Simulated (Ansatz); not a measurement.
# What CdAu (Pm-3m) distorts into

Wanted: the energy along a soft mode of CdAu (Pm-3m) and the structure at the end.

Method: DFT PBEsol, scalar-relativistic, plane waves, PAW; PAW set soft_1, in Ansatz 0.2.0.

## 1. Starting point

It takes space group Pm-3m (No. 221, cubic). Conventional cell: a = 3.317 Å, b = 3.317 Å, c = 3.317 Å, α = 90.00°, β = 90.00°, γ = 90.00°. Nearest to Cd lie 8 Au at 2.87 Å. Nearest to Au lie 8 Cd at 2.87 Å. Farther neighbours are not listed.

## 2. Phonons on a q mesh

The cell comes from relaxations at this level that are not shown. Stability and thermal properties need the whole zone. Linear response on a 4×4×4 q mesh gives force constants as far as a supercell of that size would.

File input.yaml:

```yaml
crystal:
  lattice:
    - [3.3174904026, 0.0, 0.0]
    - [0.0, 3.3174904026, 0.0]
    - [0.0, 0.0, 3.3174904026]
  atoms:
    - { symbol: Cd, position: [0.5, 0.5, 0.5] }
    - { symbol: Au, position: [0.0, 0.0, 0.0] }
kpoints:
  mp_grid: { grid: [12, 12, 12] }
hamiltonian:
  xc: pbesol
  pseudopotentials: { kind: paw, azcp: { folder: soft_1 }, xc_functional: pbe }
scf:
  occupations: { method: methfessel_paxton, width: 0.2 }
output:
  eigenvalues: true
phonons:
  method: dfpt
  qmesh: [4, 4, 4]
  temperatures: { t_max: 1000, t_step: 50 }
  qpath:
    path:
      - [[0.0, 0.0, 0.0], [0.0, 0.5, 0.0], [0.5, 0.5, 0.0], [0.0, 0.0, 0.0], [0.5, 0.5, 0.5], [0.0, 0.5, 0.0]]
      - [[0.5, 0.5, 0.5], [0.5, 0.5, 0.0]]
    npoints: 10
```

Command:

```
$ ansatz run input.yaml --threads 4 --pin off --max-ram 10240MiB --backend cpu --events-out ev --progress --plain --runs-dir out
```

Numbers of over 12 decimals in the logs are rounded to 6 here.

What it wrote:

```text
Engine: ansatz 0.2.0, aarch64-unknown-linux-gnu
Pseudopotentials: kind: paw
Pseudopotential: Cd, paw, valence charge 20, recommended cutoff 420 eV (normal), soft_1/Cd.paw.azcp
Pseudopotential: Au, paw, valence charge 19, recommended cutoff 420 eV (normal), soft_1/Au.paw.azcp
Functional definition: PBEsol
  exchange = pbesol_x
  correlation = pbesol_c
Crystal: 2 atoms, lattice volume = 36.511 Å³
Basis set: ecut = 420 eV, 739 PW (Γ), exchange–correlation on 48×48×48 points (8 copies of the dense FFT grid, shifted against one another)
Bands: 24, of which v1, the nominal top of the filled ones, is band 20 counted from 1 (19 counted from 0)
Symmetry: 48 space group operations
k-points: 84 of 1728
Non-local potential: Cd, projectors of the file, l = 0: 3, l = 1: 2, l = 2: 2, l = 3: 1
Non-local potential: Au, projectors of the file, l = 0: 3, l = 1: 2, l = 2: 2, l = 3: 1
PAW form: soft (Blöchl's): semilocal exchange-correlation on the pseudo side does not see the compensation charge
PAW frozen core: Cd, regenerated for the run's functional, and the local potential with it (the file was generated under x = pbe(κ = 0.804, μ = 0.219515), c = pbe(β = 0.066725))
PAW frozen core: Au, regenerated for the run's functional, and the local potential with it (the file was generated under x = pbe(κ = 0.804, μ = 0.219515), c = pbe(β = 0.066725))
PAW one-centre angular grid: Cd, 590 points (default); XC on 64 Gauss nodes
PAW one-centre angular grid: Au, 590 points (default); XC on 64 Gauss nodes
Initial density: superposition of atomic densities (chi_scale 0.1, normalization cell, long waves kept (reshape's long-wave potential 0.00 eV rms))
Initial wavefunctions: pseudopotential atomic-orbital guess
Functional: x = pbesol(κ = 0.804, μ = 0.123457), c = pbesol(β = 0.046)
SCF iter   1: F=—  HF=-21197.117228 eV  |F-HF|=—  |Δ(HF+E_count)|=         —  Δρ=1.68e-1  dr2=1.57e1  ethr=3.10e-3  ⟨swp⟩=4.8  Hψ=7456  notcnv=0
preconditioner: auto → Kerker (q_TF=auto, 2.758 Å⁻¹)  [metal: Δε(μ)=0.035 eV  Ē_g=13.068 eV  σ=0.200 eV  W_gap=0.15  n_scr=18 (ndim 8)  ℏωp=29.5 eV  f_vac=0.000  D(μ)=0.92/eV (n_scr^D=6)]
SCF iter   2: F=—  HF=-21193.618525 eV  |F-HF|=—  |Δ(HF+E_count)|=    3.50e0  S|Δr|=    0.00e0  Δρ=4.26e-2  dr2=1.22e0  ethr=3.10e-3  ⟨swp⟩=3.0  Hψ=4599  notcnv=0  defer=20
SCF iter   3: F=—  HF=-21193.357280 eV  |F-HF|=—  |Δ(HF+E_count)|=   2.61e-1  S|Δr|=    0.00e0  Δρ=1.70e-2  dr2=1.27e-1  ethr=3.10e-3  ⟨swp⟩=2.2  Hψ=3028  notcnv=0  defer=28
SCF iter   4: F=—  HF=-21193.342298 eV  |F-HF|=—  |Δ(HF+E_count)|=   1.50e-2  S|Δr|=    0.00e0  Δρ=4.35e-3  dr2=4.52e-3  ethr=3.25e-4  ⟨swp⟩=2.2  Hψ=3552  notcnv=0  defer=27
SCF iter   5: F=—  HF=-21193.341163 eV  |F-HF|=—  |Δ(HF+E_count)|=   1.14e-3  S|Δr|=    0.00e0  Δρ=1.26e-3  dr2=8.15e-4  ethr=1.16e-5  ⟨swp⟩=2.1  Hψ=3745  notcnv=0  defer=27
SCF iter   6: F=—  HF=-21193.340916 eV  |F-HF|=—  |Δ(HF+E_count)|=   2.47e-4  S|Δr|=    0.00e0  Δρ=4.79e-4  dr2=1.27e-4  ethr=2.09e-6  ⟨swp⟩=2.2  Hψ=3021  notcnv=0  defer=27
SCF iter   7: F=—  HF=-21193.340888 eV  |F-HF|=—  |Δ(HF+E_count)|=   2.84e-5  S|Δr|=    0.00e0  Δρ=7.92e-5  dr2=2.39e-6  ethr=3.26e-7  ⟨swp⟩=2.0  Hψ=2505  notcnv=0  defer=27
SCF iter   8: F=—  HF=-21193.340888 eV  |F-HF|=—  |Δ(HF+E_count)|=   2.75e-7  S|Δr|=    0.00e0  Δρ=2.24e-5  dr2=2.64e-7  ethr=6.12e-9  ⟨swp⟩=2.3  Hψ=2468  notcnv=0  defer=27
SCF iter   9: F=—  HF=-21193.340887 eV  |F-HF|=—  |Δ(HF+E_count)|=   5.31e-8  S|Δr|=    0.00e0  Δρ=2.26e-6  dr2=1.68e-9  ethr=6.78e-10  ⟨swp⟩=2.0  Hψ=2471  notcnv=0  defer=27
SCF iter  10: F=—  HF=-21193.340887 eV  |F-HF|=—  |Δ(HF+E_count)|=  2.40e-10  S|Δr|=    0.00e0  Δρ=4.17e-7  dr2=5.83e-11  ethr=4.31e-12  ⟨swp⟩=2.0  Hψ=3390  notcnv=0  defer=27
SCF iter  11: F=-21193.340887 eV  HF=-21193.340887 eV  |F-HF|=7.28e-12  |Δ(HF+E_count)|=  7.28e-12  S|Δr|=    0.00e0  Δρ=7.82e-8  dr2=2.32e-12  ethr=1.00e-12  ⟨swp⟩=6.7  Hψ=8817  notcnv=0
SCF 1 converged in 11 iterations: F = -21193.340887 eV  dr2 = 2.32e-12
  greatest PAW one-centre occupation: 1.000 electrons in one spin orbital (limit 2), on the Au atom at site 1 (counted from 0), in its partial waves of l = 0
phonons: the bands overlap, so this run is a metal and interpolates without the dipole-dipole term. If the crystal is really an insulator or semiconductor, its LO-TO splitting is missing
NSCF: frozen V_eff on 84 k-points
WARN: eigensolver did not converge (k=39): 1 band(s) unlocked after 20 sweeps at ethr=1.11e-12 eV (storage-precision floor; scheduled 1.00e-12 eV) (lowest unlocked band 23, counted from 0; max residual 2.61e-6 eV among the unlocked bands, 2.61e-6 eV over every band; other slots of this pass that fall short are told together in one closing line; warning suppressed until the next SCF loop or pass starts)
WARN: eigensolver did not converge in 3 slots of this pass, the one above among them; of largest residual over every band (k=49): 1 band(s) unlocked (lowest unlocked band 23, counted from 0; max residual 7.21e-6 eV among the unlocked bands, 7.21e-6 eV over every band); of lowest unlocked band (k=39): band 23
NSCF: frozen V_eff on 196 k-points
DFPT response loops at q = (0, 0, 0) (fractional): preconditioner auto → Kerker (q_TF=auto, 2.758 Å⁻¹) (partly filled bands, converged f_vac=0.000); β = 1.00, the filter's whole step (`scf.mixing.beta` (0.50) is not read by the response loops under this deck's `scf.mixing.preconditioner`; to damp them name `kerker` or `kerker_dos`, under which they read `scf.mixing.beta`, and type it under 1.00, their step now; both keys bind the ground state too); Broyden in place of MSR1
NSCF: frozen V_eff on 1176 k-points
DFPT response loops at q = (0, 0, 0.25) (fractional): mixed as the last ones told, above
NSCF: frozen V_eff on 686 k-points
DFPT response loops at q = (0, 0, -0.5) (fractional): mixed as the last ones told, above
NSCF: frozen V_eff on 2016 k-points
DFPT response loops at q = (0, 0.25, 0.25) (fractional): mixed as the last ones told, above
NSCF: frozen V_eff on 1176 k-points
DFPT response loops at q = (0, 0.25, -0.5) (fractional): mixed as the last ones told, above
NSCF: frozen V_eff on 686 k-points
DFPT response loops at q = (0, -0.5, -0.5) (fractional): mixed as the last ones told, above
NSCF: frozen V_eff on 1872 k-points
DFPT response loops at q = (0.25, 0.25, 0.25) (fractional): mixed as the last ones told, above
NSCF: frozen V_eff on 2016 k-points
DFPT response loops at q = (0.25, 0.25, -0.5) (fractional): mixed as the last ones told, above
NSCF: frozen V_eff on 1176 k-points
DFPT response loops at q = (0.25, -0.5, -0.5) (fractional): mixed as the last ones told, above
NSCF: frozen V_eff on 392 k-points
DFPT response loops at q = (-0.5, -0.5, -0.5) (fractional): mixed as the last ones told, above
SCF converged after 11 iterations
Stability not checked: this state was not tested for a lower state beside it, because cold or Methfessel-Paxton smearing, or corrected tetrahedra, fill the levels in a way that the test cannot read (fill_not_monotonic; see scf.lower_state_search)
Free energy (F): -21193.340887 eV
Harris-Foulkes:  -21193.340887 eV  (|F-HF|=7.28e-12)
Internal energy: -21193.340712 eV  (E = F + TS)
E sigma→0 (E₀):  -21193.340844 eV
Entropy (-TS):   -0.000175 eV (-0.088 meV/atom)
Fermi energy:    18.382197 eV
--- Per-component energies (eV) ---
  E_band       = -576.020282
  E_kinetic    = 1019.035765
  E_local      = -4468.657101  (includes V_loc(G=0)·N_el)
  E_nonlocal   = 222.833316
  E_hartree    = 2030.781064
  E_xc         = -370.754900
  E_vxc        = -458.278878  (∫ρ·V_xc dr)
  E_paw        = -13618.526611  (= ΣΔE_a)
  E_vpaw       = -952.517412  (= ΣTr[D̂ρ^β])
  E_aug_tail   = 0.001880  (compensation charges beyond the density's cutoff)
  E_ewald      = -6008.705613
  E_core_change = 0.651488  (= ΣΔE_core)
  E_smearing   = -0.000175  (= −TS)
  E_closure    = 0.000000  (closes the sum)
  Σ components = -21193.340887   (vs F -21193.340887, Δ=0.00e0)
--- Band table (eV; the first three rows and the last of 84) ---
  k-point 0: bands = [... 16 lower, 14.6845, 14.6845, 14.6845, 23.0903, 23.0903, 23.0903, 26.6009, 30.2487]
  k-point 1: bands = [... 16 lower, 14.6038, 14.6038, 14.6687, 22.1794, 23.3174, 23.3174, 27.1954, 30.1978]
  k-point 2: bands = [... 16 lower, 14.3959, 14.3959, 14.6252, 20.4944, 23.9633, 23.9633, 27.8282, 30.0543]
  k-point 83: bands = [... 16 lower, 15.1245, 15.1245, 20.2467, 20.5788, 22.2637, 22.2637, 22.2637, 23.7010]
--- Phonons (Γ-DFPT): 2 representative perturbations + reference (Σ response iterations 6) ---
  ASR residual: 1.613e-4 → 0.000e0 eV/Å²; symmetrization residual: 1.371e-5 eV/Å²
  ASR residual per site (eV/Å²): 8.19e-6 1.61e-4
  Γ frequencies (cm⁻¹): 0.00 0.00 0.00 122.65 122.65 122.65
--- Phonons (arbitrary-q DFPT): 10 irreducible q on the 4×4×4 mesh ---
  q = [0.0000, 0.0000, 0.0000] (star 1, of the zone-centre solve; hermiticity 6.93e-6, symmetrization 2.69e-11): -0.00 0.00 0.00 122.65 122.65 122.65
  q = [0.0000, 0.0000, 0.2500] (star 6, 4 solved perturbations in 1848 linear systems a pass and spin channel, the states on 588 of 1728 k-point pairs; hermiticity 7.38e-6, symmetrization 5.18e-13): 42.14 42.14 63.58 113.32 113.32 130.50
  q = [0.0000, 0.0000, -0.5000] (star 3, 4 solved perturbations in 1078 linear systems a pass and spin channel, the states on 343 of 1728 k-point pairs; hermiticity 6.03e-9, symmetrization 2.92e-9): 64.88 64.88 84.78 97.22 97.22 133.22
  q = [0.0000, 0.2500, 0.2500] (star 12, 4 solved perturbations in 3108 linear systems a pass and spin channel, the states on 1008 of 1728 k-point pairs; hermiticity 4.34e-6, symmetrization 3.49e-13): -16.26 56.47 74.13 106.67 119.90 138.38
  q = [0.0000, 0.2500, -0.5000] (star 12, 6 solved perturbations on 588 of 1728 k-point pairs; hermiticity 7.08e-6, symmetrization 2.45e-8): 38.15 39.91 67.08 97.59 133.87 145.49
  q = [0.0000, -0.5000, -0.5000] (star 3, 4 solved perturbations in 1078 linear systems a pass and spin channel, the states on 343 of 1728 k-point pairs; hermiticity 8.61e-6, symmetrization 3.25e-10): -25.41 -25.41 70.15 98.97 150.82 150.82
  q = [0.2500, 0.2500, 0.2500] (star 8, 2 solved perturbations on 936 of 1728 k-point pairs; hermiticity 4.13e-6, symmetrization 2.90e-12): 36.43 36.43 60.15 127.26 127.38 127.38
  q = [0.2500, 0.2500, -0.5000] (star 12, 4 solved perturbations in 3108 linear systems a pass and spin channel, the states on 1008 of 1728 k-point pairs; hermiticity 4.42e-6, symmetrization 1.26e-8): 34.27 39.35 67.23 109.01 133.52 142.38
  q = [0.2500, -0.5000, -0.5000] (star 6, 4 solved perturbations in 1848 linear systems a pass and spin channel, the states on 588 of 1728 k-point pairs; hermiticity 6.08e-6, symmetrization 8.45e-10): 34.16 34.16 67.45 107.75 139.18 139.18
  q = [-0.5000, -0.5000, -0.5000] (star 1, 2 solved perturbations on 196 of 1728 k-point pairs; hermiticity 3.07e-13, symmetrization 9.34e-13): 74.21 74.21 74.21 122.10 122.10 122.10
  sum rule: each row above includes the acoustic sum rule's correction from the zone centre's row sums; it moved no ω² by more than (0.47 cm⁻¹)²
  mesh force constants: q→R imaginary residual 4.27e-18; ASR residual 1.613e-4 → 0.000e0 eV/Å²; symmetrization residual 4.441e-15 eV/Å²
  interpolated dispersion: 62 rows × 6 modes
  density of states and harmonic sums: on the 20×20×20 q-mesh, interpolated from the force constants of a 4×4×4 supercell (no non-analytic term)
  largest difference from the sums on the solved wave vectors: F 5.72e-2 eV, S 6.84e-5 and C_V 1.15e-5 eV/K
  zero-point energy: 0.031724 eV/cell   skipped modes (ω ≤ 0): 68, of them read as no rigid motion or as one in doubt: 65 (1.988e-1 modes/cell left out, lowest -25.41 cm⁻¹)   left out of the sums: 3.32e-2 of the cell's modes: C_V's classical limit lies that fraction below 3 k_B per atom; for a crystal, a wire or a layer, F and S can be off by more, and a phonons.interpolated_qmesh denser along its periods is the remedy for the sampling
```

Wall time 4.6 min (4 threads of Arm Neoverse V2, shared host); peak memory 2.1 GiB; 18 min of CPU time.

This step gave:

| Item | Value |
| --- | --- |
| volume per atom | 18.26 Å³ |
| gap on the k-mesh | 0 eV |
| sum-rule residual before enforcement | 1.61e-4 eV/Å² |
| lowest frequency on the path | -25.41 cm⁻¹ |
| point group | m-3m |
| highest frequency on the path or at a solved wavevector | 150.8 cm⁻¹ |
| highest optical mode at the zone centre (no LO-TO term) | 122.7 cm⁻¹ |
| lowest optical zone-centre mode | 122.7 cm⁻¹ |
| lowest mode on the q mesh (acoustic modes at Γ apart) | -25.41 cm⁻¹ |

Frequencies (cm⁻¹) solved at each irreducible wavevector; negative means imaginary. Frequencies by wavevector, by row:

```tsv
q in reciprocal lattice units	star	mode 1	mode 2	mode 3	mode 4	mode 5	mode 6
0 0 0	1	0	0	0	122.7	122.7	122.7
0 0 0.25	6	42.1	42.1	63.6	113.3	113.3	130.5
0 0 -0.5	3	64.9	64.9	84.8	97.2	97.2	133.2
0 0.25 0.25	12	-16.3	56.5	74.1	106.7	119.9	138.4
0 0.25 -0.5	12	38.1	39.9	67.1	97.6	133.9	145.5
0 -0.5 -0.5	3	-25.4	-25.4	70.2	99	150.8	150.8
0.25 0.25 0.25	8	36.4	36.4	60.1	127.3	127.4	127.4
0.25 0.25 -0.5	12	34.3	39.4	67.2	109	133.5	142.4
0.25 -0.5 -0.5	6	34.2	34.2	67.5	107.8	139.2	139.2
-0.5 -0.5 -0.5	1	74.2	74.2	74.2	122.1	122.1	122.1
```

Interpolated from a 4×4×4 q mesh. Phonon branches along the path, in cm⁻¹:

```tsv
point	branch 1	branch 2	branch 3	branch 4	branch 5	branch 6
Γ	0	0	0	123	123	123
halfway	42	42	64	113	113	130
X	65	65	85	97	97	133
halfway	38	40	67	98	134	146
M	-25	-25	70	99	151	151
halfway	-16	56	74	107	120	138
Γ	0	0	0	123	123	123
halfway	36	36	60	127	127	127
R	74	74	74	122	122	122
halfway	34	39	67	109	134	142
X	65	65	85	97	97	133
jump to R	74	74	74	122	122	122
halfway	34	34	67	108	139	139
M	-25	-25	70	99	151	151
```

The phonon branches as a text plot (rows in cm⁻¹):

```
    147 |           *******                                   ***
    140 |         ***     ****                     *****     *
    132 |   ******         ** **         ****    *****  ** **
    125 |***       *            ******************    *   *
    118 | **      *          ****  **  *        ***    *  **
    110 |   **                *      **            **       **
    103 |     *  *        ****                       ****     **
     96 |      ***********                              **      *
     88 |       *                                        *
     81 |      * *
     74 |    **        *     **      ***     *****      * **
     66 |   *  ******** *****  *            **  * ********  *****
     59 |         *        ***      *   *        *     **  *
     52 |    **   **      *              ****         *
     44 |  **      *          * *        ***      *  *      *
     37 |                      *        *          ***       *
     30 | **        *    *         * ***
     22 |                       **  *
     15 |**          *           *
      8 |*                     *** *
      0 |                         *
     -7 |                     *                               *
    -14 |             * *    *
    -22 |              ******                                  **
         Γ      X      M          Γ            R        X|R     M
```

Symmetry leaves 10 wavevectors to solve. The lowest mode among them, the acoustic zeros apart, lies at q = (0, -0.5, -0.5) and is imaginary, 25.4i cm⁻¹, so the energy falls along it.

## 3. The mode frozen in, largest atomic shift 0 Å

The mode followed lies at q = (0, -0.5, -0.5) with frequency 25.4i cm⁻¹ and is 2-fold degenerate, the softest among the wavevectors solved. At small amplitude the distorted cell has space group no. 10 by a symmetry search on the positions. The undistorted cell that holds it gives the zero of energy on the same k mesh.

System of this step: CdAu. Symmetry: Pm-3m, No. 221, cubic system. The conventional cell has a = 3.317 Å, b = 3.317 Å, c = 3.317 Å, α = 90.00°, β = 90.00°, γ = 90.00°. Nearest to Cd lie 8 Au at 2.87 Å. Nearest to Au lie 8 Cd at 2.87 Å. Farther neighbours are not listed.

input.yaml, the sections that differ from step 2:

```yaml
crystal:
  lattice:
    - [-3.3174904026, 0.0, 0.0]
    - [0.0, -3.3174904026, -3.3174904026]
    - [0.0, -3.3174904026, 3.3174904026]
  atoms:
    - { symbol: Cd, position: [0.5, 0.0, 0.5] }
    - { symbol: Cd, position: [0.5, 0.5, 0.0] }
    - { symbol: Au, position: [0.0, 0.5, 0.5] }
    - { symbol: Au, position: [0.0, 0.0, 0.0] }
kpoints:
  mp_grid: { grid: [12, 10, 10] }
output:
  forces: true
  stress: true
  eigenvalues: true
# hamiltonian, scf: as in step 2
# phonons: removed
```

What it wrote:

```text
[...]
Crystal: 4 atoms, lattice volume = 73.023 Å³
Basis set: ecut = 420 eV, 1459 PW (Γ), exchange–correlation on 48×64×64 points (8 copies of the dense FFT grid, shifted against one another)
Bands: 47, of which v1, the nominal top of the filled ones, is band 39 counted from 1 (38 counted from 0)
Symmetry: 32 space group operations
[...]
k-points: 147 of 1200
[...]
k-point 0: bands = [... 35 lower, 14.6847, 15.0837, 16.5987, 16.5987, 18.7908, 20.8053, 23.0903, 23.0904, ... 4 higher]
  k-point 1: bands = [... 35 lower, 14.6785, 14.9030, 15.9551, 16.8703, 19.2578, 21.1657, 22.7018, 22.9009, ... 4 higher]
  k-point 2: bands = [... 35 lower, 14.5605, 14.6609, 14.9298, 17.4802, 19.6995, 21.9654, 22.3471, 22.3882, ... 4 higher]
  k-point 146: bands = [... 35 lower, 15.0846, 16.5981, 16.5981, 16.5995, 16.5995, 18.7910, 18.7910, 20.8058, ... 4 higher]
[key lines of the parts left out:]
SCF converged after 9 iterations
Free energy (F): -42386.676262 eV
Fermi energy:    18.296460 eV
P = ⅓ Tr σ = 0.0435 GPa (0.435 kbar)
```

The job ended after 5.1 s (4 threads; peak memory 0.61 GiB).

This step gave:

```yaml
pressure: 0.04345 GPa
energy_from_the_undistorted_cell: 0 meV/atom
```

The run ends at a pressure of 0.04 GPa.

## 4. The mode frozen in, largest atomic shift 0.14 Å

The atoms are moved along the unstable eigenvector, the largest shift by 0.14 Å, with the cell fixed.

input.yaml, the sections that differ from step 3:

```yaml
crystal:
  lattice:
    - [-3.3174904026, 0.0, 0.0]
    - [0.0, -3.3174904026, -3.3174904026]
    - [0.0, -3.3174904026, 3.3174904026]
  atoms:
    - { symbol: Cd, position: [0.5, 0.0081433747, 0.4749732625] }
    - { symbol: Cd, position: [0.5, 0.4918566253, 0.0250267375] }
    - { symbol: Au, position: [0.0, 0.5092331563, 0.5283759239] }
    - { symbol: Au, position: [0.0, -0.0092331563, -0.0283759239] }
# kpoints, hamiltonian, scf, output: as in step 3
```

What it wrote:

```text
[...]
Crystal: 4 atoms, lattice volume = 73.023 Å³
Basis set: ecut = 420 eV, 1459 PW (Γ), exchange–correlation on 48×64×64 points (8 copies of the dense FFT grid, shifted against one another)
Bands: 47, of which v1, the nominal top of the filled ones, is band 39 counted from 1 (38 counted from 0)
Symmetry: 4 space group operations
[...]
k-points: 364 of 1200
[...]
k-point 0: bands = [... 35 lower, 14.7182, 15.0424, 16.5740, 16.7879, 18.7567, 20.7052, 23.0877, 23.2474, ... 4 higher]
  k-point 1: bands = [... 35 lower, 14.7087, 14.8742, 16.0805, 16.8820, 19.2592, 21.0606, 22.8349, 23.1451, ... 4 higher]
  k-point 2: bands = [... 35 lower, 14.5442, 14.7020, 15.1055, 17.4829, 19.6990, 21.9658, 22.3525, 22.5924, ... 4 higher]
  k-point 363: bands = [... 35 lower, 15.1063, 16.6116, 16.6168, 16.6361, 16.7172, 18.7963, 18.8094, 20.6901, ... 4 higher]
[key lines of the parts left out:]
SCF converged after 9 iterations
Free energy (F): -42386.684871 eV
Fermi energy:    18.289738 eV
P = ⅓ Tr σ = 0.0848 GPa (0.848 kbar)
```

Wall time 13 s (4 threads); peak memory 0.99 GiB; 52 s of CPU time.

Numbers from this step:

- pressure: 0.08483 GPa
- energy from the undistorted cell: -2.165 meV/atom

The energy, extrapolated to zero smearing, is -2.17 meV/atom against the undistorted cell.

The run ends at a pressure of 0.08 GPa, with forces up to 0.022 eV/Å.

[end of part 1 of 3]

[Logs are printed without paths, hosts, clocks, repeated set-up lines and the standing remarks that a program may print on its own settings, such as how far it seeks lower states.]

[Hosts, paths, dates, database ids (printed as entryN), source tags and the programs' standing remarks are cut or masked in the printed files.]
